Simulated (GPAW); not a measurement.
Consider Ag (Im-3m).

```xyz
1
Lattice="-1.6557 1.6557 1.6557 1.6557 -1.6557 1.6557 1.6557 1.6557 -1.6557" Properties=species:S:1:pos:R:3 pbc="T T T"
Ag    0.0000    0.0000    0.0000
```

Absorber: atom 1, with 8 Ag at 2.87 Å and 6 Ag at 3.31 Å (cube and octahedron, as in bcc, site symmetry m-3m). Method: GPAW, LDA, excited-electron core hole (neutral cell), 8-atom cell with 5.7 Å between holes, 6×6×6 k points, dipole transitions, Gaussian full width 2.4 eV up to 4 eV, rising linearly to 3.5 eV at 25 eV.

This is not the structure that Ag takes at ambient pressure and room temperature (fcc); it is a model or a phase of other conditions.

Predict the near-edge structure at the Ag L₃ edge.

Main maxima up to 30 eV above the zero (height): 13.2 eV (1.35), 19.8 eV (1.68) and 26.4 eV (1.44). At an L edge the dipole rule selects empty d and s states; the absorber's d shell is nominally full, so the onset shows only d character mixed into the empty bands. 

The Ag L₃ spectrum (energy from the lowest empty level; intensity scaled to a mean of 1 over the first 20 eV):

| E (eV) | intensity |
| --- | --- |
| -2.0 | 0.01 |
| -1.4 | 0.02 |
| -0.8 | 0.07 |
| -0.2 | 0.15 |
| 0.4 | 0.26 |
| 1.0 | 0.37 |
| 1.6 | 0.44 |
| 2.2 | 0.51 |
| 2.8 | 0.61 |
| 3.4 | 0.75 |
| 4.0 | 0.88 |
| 4.6 | 0.95 |
| 5.2 | 0.97 |
| 5.8 | 0.97 |
| 6.4 | 0.97 |
| 7.0 | 0.96 |
| 7.6 | 0.96 |
| 8.2 | 0.96 |
| 8.8 | 0.96 |
| 9.4 | 0.95 |
| 10.0 | 0.96 |
| 10.6 | 1.00 |
| 11.2 | 1.08 |
| 11.8 | 1.19 |
| 12.4 | 1.29 |
| 13.0 | 1.35 |
| 13.6 | 1.33 |
| 14.2 | 1.24 |
| 14.8 | 1.11 |
| 15.4 | 1.01 |
| 16.0 | 0.95 |
| 16.6 | 0.96 |
| 17.2 | 1.07 |
| 17.8 | 1.25 |
| 18.4 | 1.45 |
| 19.0 | 1.61 |
| 19.6 | 1.68 |
| 20.2 | 1.67 |
| 20.8 | 1.60 |
| 21.4 | 1.51 |
| 22.0 | 1.42 |
| 22.6 | 1.35 |
| 23.2 | 1.31 |
| 23.8 | 1.31 |
| 24.4 | 1.33 |
| 25.0 | 1.37 |
| 25.6 | 1.41 |
| 26.2 | 1.44 |
| 26.8 | 1.43 |
| 27.4 | 1.38 |
| 28.0 | 1.30 |
| 28.6 | 1.20 |
| 29.2 | 1.11 |
| 29.8 | 1.05 |
| 30.4 | 1.01 |
| 31.0 | 1.00 |
| 31.6 | 1.01 |

Only the L₃ part is meant: spin–orbit coupling of the core level isn't computed and the L₂ copy isn't added. The script folds with a Gaussian, whereas the core hole's own line is a Lorentzian, so the onset is too steep and the first peak too high. The holes are only 5.7 Å apart, so the shape is probably not converged with cell size; no larger cell was run here. Lifetime broadening is put in by hand, and intensities beyond about 20 eV depend on it and on the partial waves. The structure is a computed Materials Project entry and may be a hypothetical form.

[Banner, clock and machine lines of the logs are left out without a mark of their own.]

[Logs are printed without paths, hosts, clocks, repeated set-up lines and the standing remarks that a program may print on its own settings, such as how far it seeks lower states.]

[Hosts, paths, dates, database ids (printed as entryN), source tags and the programs' standing remarks are cut or masked in the printed files.]

[Lists of maxima count a maximum above −3 eV only where it reaches 4 % of the highest in the window and stands out from its surroundings by 2 % of it (1.5 % where it reaches 55 %); shoulders and weaker maxima are passed over, and of the rest the first, up to two pre-edge ones and the few strongest are named.]
